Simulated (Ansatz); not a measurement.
An input for Ansatz 0.2.0 (SrWO4 (I4_1/a)):

```yaml
crystal:
  lattice:
    - [-2.7201121709, 2.7201121709, 5.9699255756]
    - [2.7201121709, -2.7201121709, 5.9699255756]
    - [2.7201121709, 2.7201121709, -5.9699255756]
  atoms:
    - { symbol: Sr, position: [0.75, 0.25, 0.5] }
    - { symbol: Sr, position: [0.0, 0.0, 0.0] }
    - { symbol: W, position: [0.25, 0.75, 0.5] }
    - { symbol: W, position: [0.5, 0.5, 0.0] }
    - { symbol: O, position: [0.44084291, 0.81857378, 0.09339807] }
    - { symbol: O, position: [0.56857378, 0.97517571, 0.87773087] }
    - { symbol: O, position: [0.09744484, 0.69084291, 0.12226913] }
    - { symbol: O, position: [0.72517571, 0.34744484, 0.90660193] }
    - { symbol: O, position: [0.02482429, 0.90255516, 0.59339807] }
    - { symbol: O, position: [0.65255516, 0.55915709, 0.37773087] }
    - { symbol: O, position: [0.18142622, 0.27482429, 0.62226913] }
    - { symbol: O, position: [0.30915709, 0.43142622, 0.40660193] }
kpoints:
  mp_grid: { grid: [4, 4, 4] }
hamiltonian:
  xc: r2scan
scf:
  occupations: { method: fixed }
gw:
  n_empty_bands: 968
  ecut_chi: 180.0
  qp_bands: [v4, c4]
  qp_kpoints: band_edges
  screening: { model: contour_deformation }
```

```sh
ansatz run input.yaml --threads 3 --pin off --max-ram 92160MiB --backend cuda --events-out ev --progress --plain --runs-dir out --devices 1 --max-vram 13GiB  # rebuilt from the run's record
```

Q: How long will it take on 1 × NVIDIA H100 80GB HBM3 (shared by 6 runs) with 3 threads of AMD EPYC 7R13 (Zen 3), shared host, and how much memory?

It took 3.3 min; on shared hardware allow 98 s to 6.5 min. Peak host memory was 4.1 GiB. The sizes that set the cost: 4433 plane waves a state, 14 irreducible k points, 1016 bands summed, 989 plane waves in the screening and 8 SCF cycles.

The screening grows as filled bands × empty bands × pairs of k points, times the square of the screening basis for the matrix.

[Paths, hosts, dates, memory and timing lines, banners, echoed tables and standing remarks are left out of the program output.]

[Logs are printed without paths, hosts, clocks, repeated set-up lines and the standing remarks that a program may print on its own settings, such as how far it seeks lower states.]

[Runs of the session that timed out or met a known fault of the program may be left out.]

[Cells called generated may have been cut or substituted from an entry of the Crystallography Open Database or the Materials Project.]

[Hosts, paths, dates, database ids (printed as entryN), source tags and the programs' standing remarks are cut or masked in the printed files.]
